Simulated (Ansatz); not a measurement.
**BAs (F-43m): refractive index against wavelength**

The refractive index of BAs (F-43m) below the direct gap (3.28 eV on the mesh) is read from one computed spectrum, n = √(Re ε).

Cell: a, b, c = 3.378, 3.378, 3.378 Å (primitive vectors), 2 atoms.

Method: Ansatz 0.2.0, PBE, independent particles, k-mesh 10×10×10 with interpolation inside its cells, Gaussian parameter 0.15 eV.

Launch of the response step: `ansatz run input.yaml --threads 4 --pin off --max-ram 8192MiB --backend cpu --events-out ev --progress --plain --runs-dir out`. The run took 4 s, on 4 threads of Intel(R) Xeon(R) Platinum 8488C (Sapphire Rapids), with other jobs on the host.

```tsv
wavelength (nm)	photon energy E (eV)	n
1550	0.800	3.2103
1310	0.946	3.2235
1064	1.165	?
850	1.459	3.2905
700	1.771	3.3509
633	1.959	3.3960
532	2.331	3.5116
```

In the single-oscillator model n² − 1 = E₀E_d/(E₀² − E²), so 1/(n² − 1) = E₀/E_d − E²/(E₀E_d) is linear in E².

Working, on the rows shown:

| x = E² (eV²) | y = 1/(n² − 1) |
| --- | --- |
| 0.639837 | 0.107457 |
| 0.895757 | 0.106485 |
| 2.12762 | 0.101756 |
| 3.13716 | 0.0977658 |
| 3.83641 | 0.0949414 |
| 5.43137 | 0.0882509 |

Means: x̄ = 2.678, ȳ = 0.099443. Σ(x − x̄)(y − ȳ) = -0.06696, Σ(x − x̄)² = 16.77. Slope = -0.06696 / 16.77 = -0.003994; intercept = ȳ − slope · x̄ = 0.11014. Turned back into n, the line misses the rows shown by at most 0.0036.

Q: Fill in the last column of the withheld row.

A: At x = 1.3578 the line gives y = 0.10472, that is 3.2480. The run gave 3.2478, so the interpolation is off by 0.00023, 0.1 % of the range in the table.

Refitted with all rows, the slope is -0.003995 and the intercept 0.11014. These give E₀ = √(intercept/−slope) = 5.25 eV and E_d = E₀/intercept = 47.7 eV; E₀ is 1.6 times the direct gap. The electronic limit at long wavelengths, without lattice vibrations, is n = √(1 + 1/intercept) = 3.175. Excitons are left out and so are local fields; PBE gaps are as a rule too small. Spin-orbit coupling is left out.

[Logs are printed without paths, hosts, clocks, repeated set-up lines and the standing remarks that a program may print on its own settings, such as how far it seeks lower states.]
